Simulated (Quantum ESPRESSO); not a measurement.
# Work-function anisotropy of Nb, part 3 of 6

Aim: the work function of the low-index faces of Nb, their order, and how far the functional matters.

Quantum ESPRESSO 7.5; plane-wave DFT, PBE, PseudoDojo norm-conserving pseudopotentials.

So far. Step 2 (Relaxing the ions of (110), PBE): The relaxation lowers the energy by 5 meV an atom. On the free atoms the largest force ends at 0.008 eV/Å. Step 6 (Potential by pp.x of (110)): On (110) the work function under PBEsol lies +0.09 eV from PBE's.

### Step 7. Relaxing the ions of (100), PBE

Level of this step: plane-wave DFT, PBE, GBRV ultrasoft pseudopotentials (Quantum ESPRESSO 7.5).

System of this step: Nb(100), 5 layers. The cell holds 5 atoms: 5 Nb. Its edges and angles: a = 3.300 Å, b = 3.300 Å, c = 22.600 Å, α = 90.0°, β = 90.0°, γ = 90.0°. It derives from Nb. Vacuum lies along c.

100.relax.in reads:

```
&control
  prefix = '100.relax'
  outdir = './out'
  pseudo_dir = './pseudo'
  nstep = 40
  forc_conv_thr = 0.001
  calculation = 'relax'
/
&system
  ibrav = 0
  nat = 5
  ntyp = 1
  ecutwfc = 40
  ecutrho = 200
  occupations = 'smearing'
  smearing = 'mv'
  degauss = 0.02
/
&electrons
  conv_thr = 1e-07
  mixing_beta = 0.4
  electron_maxstep = 120
  mixing_mode = 'local-TF'
/
&ions
/
ATOMIC_SPECIES
  Nb  92.9064  nb_pbe_v1.uspp.F.UPF
CELL_PARAMETERS angstrom
  3.30000000000000 0.00000000000000 0.00000000000000
  0.00000000000000 3.30000000000000 0.00000000000000
  0.00000000000000 0.00000000000000 22.60000000000000
ATOMIC_POSITIONS crystal
  Nb  0.000000000000 0.000000000000 0.353982300885
  Nb  0.500000000000 0.500000000000 0.426991150442
  Nb  0.000000000000 0.000000000000 0.500000000000 0 0 0
  Nb  0.500000000000 0.500000000000 0.573008849558
  Nb  0.000000000000 0.000000000000 0.646017699115
K_POINTS automatic
  8 8 1 0 0 0
```

The run is started by

```
$ OMP_NUM_THREADS=1 mpirun -n 4 pw.x -nk 4 -in 100.relax.in > 100.relax.out
```

What it wrote:

```text
[banner, memory and clock lines left out]
Program PWSCF v.7.5 starts

          URL

     Message from routine setup:
     using ibrav=0 with symmetry is DISCOURAGED, use correct ibrav instead

     G-vector sticks info

     bravais-lattice index     =            0
     lattice parameter (alat)  =       6.2361  a.u.
     unit-cell volume          =    1660.8596 (a.u.)^3
     number of atoms/cell      =            5
     number of atomic types    =            1
     number of electrons       =        65.00
     number of Kohn-Sham states=           40
     kinetic-energy cutoff     =      40.0000  Ry
     charge density cutoff     =     200.0000  Ry
     scf convergence threshold =      1.0E-07
     mixing beta               =       0.4000
     number of iterations used =            8  local-TF  mixing
     energy convergence thresh.=      1.0E-04
     force convergence thresh. =      1.0E-03
     Exchange-correlation= SLA  PW   PBE  PBE
                           (   1   4   3   4   0   0   0)
     nstep                     =           40

     celldm(1)=   6.236096  celldm(2)=   0.000000  celldm(3)=   0.000000
     celldm(4)=   0.000000  celldm(5)=   0.000000  celldm(6)=   0.000000

     crystal axes: (cart. coord. in units of alat)
               a(1) = (   1.000000   0.000000   0.000000 )
               a(2) = (   0.000000   1.000000   0.000000 )
               a(3) = (   0.000000   0.000000   6.848485 )

     reciprocal axes: (cart. coord. in units 2 pi/alat)
               b(1) = (  1.000000  0.000000  0.000000 )
               b(2) = (  0.000000  1.000000  0.000000 )
               b(3) = (  0.000000  0.000000  0.146018 )

     PseudoPot. # 1 for Nb read from file:
     ./pseudo/nb_pbe_v1.uspp.F.UPF
     Pseudo is Ultrasoft + core correction, Zval = 13.0
     Generated by new atomic code, or converted to UPF format
     Using radial grid of  887 points,  6 beta functions with:
                l(1) =   0
                l(2) =   0
                l(3) =   1
                l(4) =   1
                l(5) =   2
                l(6) =   2
     Q(r) pseudized with  6 coefficients,  rinner =    1.000   1.000   1.000
                                                       1.000   1.000

     atomic species   valence    mass     pseudopotential
     Nb               13.00    92.90640     Nb( 1.00)

     16 Sym. Ops., with inversion, found

   Cartesian axes

     site n.     atom                  positions (alat units)
         1        Nb     tau(   1) = (   0.0000000   0.0000000   2.4242424  )
         2        Nb     tau(   2) = (   0.5000000   0.5000000   2.9242424  )
         3        Nb     tau(   3) = (   0.0000000   0.0000000   3.4242424  )
         4        Nb     tau(   4) = (   0.5000000   0.5000000   3.9242424  )
         5        Nb     tau(   5) = (   0.0000000   0.0000000   4.4242424  )

     number of k points=    15  Marzari-Vanderbilt smearing, width (Ry)=  0.0200
                       cart. coord. in units 2pi/alat
        k(    1) = (   0.0000000   0.0000000   0.0000000), wk =   0.0312500
        k(    2) = (   0.0000000   0.1250000   0.0000000), wk =   0.1250000
        k(    3) = (   0.0000000   0.2500000   0.0000000), wk =   0.1250000
        k(    4) = (   0.0000000   0.3750000   0.0000000), wk =   0.1250000
        k(    5) = (   0.0000000  -0.5000000   0.0000000), wk =   0.0625000
        k(    6) = (   0.1250000   0.1250000   0.0000000), wk =   0.1250000
        k(    7) = (   0.1250000   0.2500000   0.0000000), wk =   0.2500000
        k(    8) = (   0.1250000   0.3750000   0.0000000), wk =   0.2500000
        k(    9) = (   0.1250000  -0.5000000   0.0000000), wk =   0.1250000
        k(   10) = (   0.2500000   0.2500000   0.0000000), wk =   0.1250000
        k(   11) = (   0.2500000   0.3750000   0.0000000), wk =   0.2500000
        k(   12) = (   0.2500000  -0.5000000   0.0000000), wk =   0.1250000
        k(   13) = (   0.3750000   0.3750000   0.0000000), wk =   0.1250000
        k(   14) = (   0.3750000  -0.5000000   0.0000000), wk =   0.1250000
        k(   15) = (  -0.5000000  -0.5000000   0.0000000), wk =   0.0312500

     Dense  grid:    79157 G-vectors     FFT dimensions: (  30,  30, 200)

     Smooth grid:    56843 G-vectors     FFT dimensions: (  25,  25, 180)

     Initial potential from superposition of free atoms

     starting charge      64.9863, renormalised to      65.0000

     negative rho (up, down):  4.090E-03 0.000E+00
     Starting wfcs are   65 randomized atomic wfcs

     per-process dynamical memory:    68.4 Mb

     Self-consistent Calculation

     iteration #  1     ecut=    40.00 Ry     beta= 0.40
     Davidson diagonalization with overlap
     ethr =  1.00E-02,  avg # of iterations =  2.0

     negative rho (up, down):  1.466E-03 0.000E+00

     total energy              =    -589.51425941 Ry
     estimated scf accuracy    <       5.43257017 Ry

     iteration #  2     ecut=    40.00 Ry     beta= 0.40
     Davidson diagonalization with overlap
     ethr =  8.36E-03,  avg # of iterations =  1.0

     negative rho (up, down):  2.173E-04 0.000E+00

     total energy              =    -589.19634404 Ry
     estimated scf accuracy    <       2.24185683 Ry

     iteration #  3     ecut=    40.00 Ry     beta= 0.40
     Davidson diagonalization with overlap
     ethr =  3.45E-03,  avg # of iterations =  3.9

     negative rho (up, down):  1.363E-03 0.000E+00

     total energy              =    -588.96689158 Ry
     estimated scf accuracy    <       2.20295370 Ry

     iteration #  4     ecut=    40.00 Ry     beta= 0.40
     Davidson diagonalization with overlap
     ethr =  3.39E-03,  avg # of iterations =  4.3

     negative rho (up, down):  1.205E-04 0.000E+00

     total energy              =    -589.65144757 Ry
     estimated scf accuracy    <       8.21722929 Ry

     iteration #  5     ecut=    40.00 Ry     beta= 0.40
     Davidson diagonalization with overlap
     ethr =  3.39E-03,  avg # of iterations =  1.0

     negative rho (up, down):  1.258E-04 0.000E+00

     total energy              =    -589.68506951 Ry
     estimated scf accuracy    <       5.78728268 Ry

     iteration #  6     ecut=    40.00 Ry     beta= 0.40
     Davidson diagonalization with overlap
     ethr =  3.39E-03,  avg # of iterations =  1.0

     negative rho (up, down):  1.302E-04 0.000E+00

     total energy              =    -589.67912903 Ry
     estimated scf accuracy    <       5.62952090 Ry

     iteration #  7     ecut=    40.00 Ry     beta= 0.40
     Davidson diagonalization with overlap
     ethr =  3.39E-03,  avg # of iterations =  1.0

[...]
-50.3567 -50.3530 -49.9833 -49.6405 -49.6077 -26.6113 -26.6082 -26.5083
   -26.4946 -26.4393 -26.4096 -26.1824 -26.1159 -25.9975 -25.6988 -25.6047
   -25.5101 -25.4168 -25.4157 -25.4026  -0.7224   0.4790   0.9505   1.2895
     1.4485   1.6609   2.1304   3.2481   4.0797   4.1664   4.3362   4.5504
     4.6788   4.7403   4.9849   5.2761   5.4995   5.8987   6.1260   6.3527

          k = 0.0000 0.2500 0.0000 (  7105 PWs)   bands (ev):

   -50.3348 -50.3327 -49.9650 -49.6479 -49.6289 -26.7357 -26.6707 -26.6083
   -26.5777 -26.3642 -26.3474 -26.2156 -26.1141 -25.9744 -25.6481 -25.5992
   -25.5609 -25.4851 -25.4817 -25.3911   0.0608   0.9136   1.3491   1.4664
     1.5392   1.9360   2.8844   3.3946   3.7224   3.7681   3.8216   4.0514
     4.3473   4.5908   4.9749   5.8712   5.9423   6.1366   6.2775   6.4342

          k = 0.0000 0.3750 0.0000 (  7128 PWs)   bands (ev):

   -50.3126 -50.3118 -49.9433 -49.6559 -49.6539 -26.8263 -26.7403 -26.7110
   -26.6652 -26.2812 -26.2794 -26.2750 -26.0916 -25.9337 -25.6424 -25.6218
   -25.6064 -25.5951 -25.4380 -25.4192   0.8102   0.9101   1.4195   1.6680
     1.8587   2.6668   2.9907   3.2096   3.6816   3.7759   3.8008   3.9810
     4.0565   5.0814   5.4584   5.5159   6.1170   6.3568   6.5746   6.7044

          k = 0.0000-0.5000 0.0000 (  7120 PWs)   bands (ev):

   -50.3033 -50.3029 -49.9328 -49.6658 -49.6594 -26.8519 -26.7934 -26.7223
   -26.7145 -26.3138 -26.2412 -26.2405 -26.0842 -25.8997 -25.6672 -25.6608
   -25.6515 -25.5625 -25.4537 -25.4133   0.8167   0.9230   1.5021   1.7937
     2.2794   2.8693   3.0021   3.1275   3.3800   3.7091   3.8197   3.9443
     4.2878   5.2724   5.2855   5.8937   6.4943   6.7004   6.7376   6.8793

          k = 0.1250 0.1250 0.0000 (  7117 PWs)   bands (ev):

   -50.3486 -50.3455 -49.9767 -49.6426 -49.6144 -26.6277 -26.6142 -26.5251
   -26.4892 -26.4851 -26.4559 -26.1427 -26.1089 -26.0426 -25.6500 -25.6242
   -25.5071 -25.4927 -25.4228 -25.3789  -0.4366   0.7275   1.2151   1.4376
     1.6972   1.8109   2.1487   3.1346   3.6127   3.9447   4.0630   4.4890
     4.6675   4.9130   4.9445   5.0300   5.3717   6.0952   6.1219   6.6856

          k = 0.1250 0.2500 0.0000 (  7102 PWs)   bands (ev):

   -50.3288 -50.3270 -49.9594 -49.6479 -49.6321 -26.7125 -26.6606 -26.6113
   -26.5839 -26.4465 -26.4198 -26.1760 -26.1166 -26.0250 -25.6466 -25.6184
   -25.5539 -25.5118 -25.4288 -25.4158   0.3024   1.2190   1.6465   1.7899
     1.8340   2.0284   2.7486   3.2412   3.3347   3.4204   3.7575   4.0934
     4.2829   4.7106   4.7726   5.3074   5.7212   6.0087   6.3185   6.8331

          k = 0.1250 0.3750 0.0000 (  7103 PWs)   bands (ev):

   -50.3088 -50.3081 -49.9394 -49.6538 -49.6529 -26.8009 -26.7198 -26.7071
   -26.6720 -26.3991 -26.3388 -26.2649 -26.0912 -25.9921 -25.6637 -25.6566
   -25.5552 -25.5106 -25.4650 -25.4449   1.0467   1.2178   1.6883   1.9802
     2.1021   2.5266   2.8157   3.0828   3.2859   3.4971   3.8654   4.2070
     4.3758   4.8601   4.9843   5.3767   5.8607   6.3646   6.7319   6.7341

          k = 0.1250-0.5000 0.0000 (  7100 PWs)   bands (ev):

   -50.3004 -50.3000 -49.9299 -49.6627 -49.6563 -26.8302 -26.7659 -26.7212
   -26.7173 -26.3793 -26.3073 -26.3039 -26.0639 -25.9783 -25.7170 -25.6081
   -25.5888 -25.5265 -25.4620 -25.4572   1.1206   1.2054   1.7783   2.0910
     2.3101   2.7312   2.7597   2.9478   3.1523   3.2065   4.1763   4.2200
     4.6826   5.2815   5.2896   5.6435   5.7047   6.6087   6.8040   7.0587

          k = 0.2500 0.2500 0.0000 (  7081 PWs)   bands (ev):

   -50.3142 -50.3131 -49.9452 -49.6482 -49.6407 -26.6974 -26.6627 -26.6562
   -26.6096 -26.5125 -26.5076 -26.1911 -26.1308 -26.1195 -25.6505 -25.5737
   -25.5437 -25.5272 -25.5179 -25.3925   0.8584   1.9102   2.0710   2.4004
     2.4190   2.5263   2.6256   2.9384   3.1286   3.1591   3.3379   3.6760
     3.9149   4.8650   4.8736   5.0579   5.3231   5.8939   6.4262   7.3912

          k = 0.2500 0.3750 0.0000 (  7078 PWs)   bands (ev):

   -50.2996 -50.2990 -49.9298 -49.6506 -49.6487 -26.7533 -26.7333 -26.6995
   -26.6955 -26.4833 -26.4574 -26.3310 -26.1225 -26.0806 -25.6902 -25.5828
   -25.5622 -25.5296 -25.5062 -25.4259   1.3367   1.9733   2.0139   2.4124
     2.4252   2.6409   2.9018   3.0013   3.1344   3.5023   3.5222   3.8799
     4.3299   4.8156   5.1074   5.2612   5.3730   6.2704   6.5619   7.2400

          k = 0.2500-0.5000 0.0000 (  7068 PWs)   bands (ev):

   -50.2935 -50.2931 -49.9230 -49.6551 -49.6489 -26.7856 -26.7446 -26.7433
   -26.7343 -26.4447 -26.4203 -26.4166 -26.1028 -26.0276 -25.7847 -25.5842
   -25.5194 -25.5081 -25.4974 -25.4871   1.5603   1.8435   1.8770   2.3510
     2.4405   2.5508   2.6810   2.8506   3.0959   3.9304   3.9777   4.1838
     4.5829   4.9539   5.1718   5.5091   5.8519   6.5182   6.7782   7.1595

          k = 0.3750 0.3750 0.0000 (  7085 PWs)   bands (ev):

   -50.2903 -50.2899 -49.9201 -49.6484 -49.6437 -26.7995 -26.7597 -26.7566
   -26.7331 -26.4974 -26.4698 -26.3370 -26.2163 -26.0354 -25.7304 -25.6828
   -25.5783 -25.5224 -25.4955 -25.4051   1.2874   1.6107   2.3233   2.4008
     2.6665   2.8458   3.1192   3.2273   3.3960   3.5119   3.6562   3.8392
     4.0831   5.4773   5.5737   5.5760   5.8889   6.5855   6.6554   7.5576

          k = 0.3750-0.5000 0.0000 (  7070 PWs)   bands (ev):

   -50.2865 -50.2861 -49.9160 -49.6476 -49.6416 -26.8158 -26.8135 -26.7725
   -26.7663 -26.4841 -26.4526 -26.3470 -26.2081 -25.9870 -25.7897 -25.7523
   -25.5587 -25.5574 -25.4362 -25.4279   1.3169   1.3538   2.2768   2.4071
     2.7537   2.8592   2.8854   2.9785   3.4053   3.6537   3.7404   4.2961
     4.3021   5.7234   5.8928   6.2716   6.7043   6.7148   6.7749   7.6614

          k =-0.5000-0.5000 0.0000 (  7088 PWs)   bands (ev):

   -50.2836 -50.2833 -49.9132 -49.6445 -49.6385 -26.8557 -26.8557 -26.7839
   -26.7839 -26.4892 -26.4507 -26.2510 -26.2510 -25.9646 -25.8606 -25.7700
   -25.5922 -25.5922 -25.4100 -25.4100   1.1647   1.1984   2.3795   2.4602
     2.6939   2.6939   3.1211   3.1211   3.1641   3.5408   3.5408   4.5714
     4.5714   6.6803   6.6803   6.7129   6.7717   7.4747   7.4747   7.8339

     the Fermi energy is     4.4522 ev

!    total energy              =    -589.42997331 Ry
     estimated scf accuracy    <          1.2E-09 Ry
     smearing contrib. (-TS)   =       0.00276334 Ry
     internal energy E=F+TS    =    -589.43273665 Ry

     The total energy is F=E-TS. E is the sum of the following terms:
     one-electron contribution =   -4150.43476894 Ry
     hartree contribution      =    2077.26443437 Ry
     xc contribution           =     -91.96321458 Ry
     ewald contribution        =    1575.70081250 Ry

     convergence has been achieved in  12 iterations

     negative rho (up, down):  4.388E-03 0.000E+00

     Forces acting on atoms (cartesian axes, Ry/au):

     atom    1 type  1   force =     0.00000000    0.00000000    0.00236320
     atom    2 type  1   force =     0.00000000    0.00000000    0.00678221
     atom    3 type  1   force =     0.00000000    0.00000000    0.00000000
     atom    4 type  1   force =     0.00000000    0.00000000   -0.00678221
     atom    5 type  1   force =     0.00000000    0.00000000   -0.00236320

     Total force =     0.010157     Total SCF correction =     0.000030
     Energy error            =      5.4E-04 Ry
     Gradient error          =      6.8E-03 Ry/Bohr

     number of scf cycles    =   8
     number of bfgs steps    =   7

     energy             old  =    -589.4294351405 Ry
     energy             new  =    -589.4299733131 Ry

     CASE: energy            _new < energy            _old

     new trust radius        =       0.0360196962 bohr
     new conv_thr            =       0.0000000054 Ry

ATOMIC_POSITIONS (crystal)
Nb               0.0000000000        0.0000000000        0.3614863624
Nb               0.5000000000        0.5000000000        0.4249145204
Nb               0.0000000000        0.0000000000        0.5000000000    0   0   0
Nb               0.5000000000        0.5000000000        0.5750854796
Nb               0.0000000000        0.0000000000        0.6385
```

Run time: 4.4 min. Hardware: 4 MPI ranks of Arm Neoverse V2, shared host; peak memory 0.66 GiB.

Relaxation path:

```tsv
step	energy less that of the first step (eV)	largest force (eV/Å)
1	0.0000	1.2248
2	-0.1078	1.0287
3	-0.1941	0.8157
4	-0.2621	0.4240
5	-0.2746	0.3188
6	-0.2796	0.3047
7	-0.2856	0.2602
8	-0.2929	0.1744
9	-0.2984	0.0373
10	-0.2987	0.0014
```

The atoms that moved most (Å):

```tsv
atom	dx	dy	dz	length
Nb5	0.000	0.000	-0.176	0.176
Nb1	0.000	0.000	0.176	0.176
Nb4	0.000	0.000	0.041	0.041
Nb2	0.000	0.000	-0.041	0.041
```

The relaxed structure:

```xyz
5
Lattice="3.3000 0.0000 0.0000 0.0000 3.3000 0.0000 0.0000 0.0000 22.6000" Properties=species:S:1:pos:R:3
Nb    0.0000    0.0000    8.1758
Nb    1.6500    1.6500    9.6086
Nb    0.0000    0.0000   11.3000
Nb    1.6500    1.6500   12.9914
Nb    0.0000    0.0000   14.4242
```

The relaxation lowers the energy by 60 meV an atom. On the free atoms the largest force ends at 0.001 eV/Å.

Numbers from this step:

- free energy: -8019.6091 eV
- Fermi energy: 4.445 eV

[end of part 3 of 6]

[Logs are printed without paths, hosts, clocks, repeated set-up lines and the standing remarks that a program may print on its own settings, such as how far it seeks lower states.]

[Hosts, paths, dates, database ids (printed as entryN), source tags and the programs' standing remarks are cut or masked in the printed files.]

[Maps of the electrostatic potential energy from Ansatz leave out the sawtooth potential of an applied field or a dipole correction, so their vacuum need not be flat; planar profiles and work functions include it.]
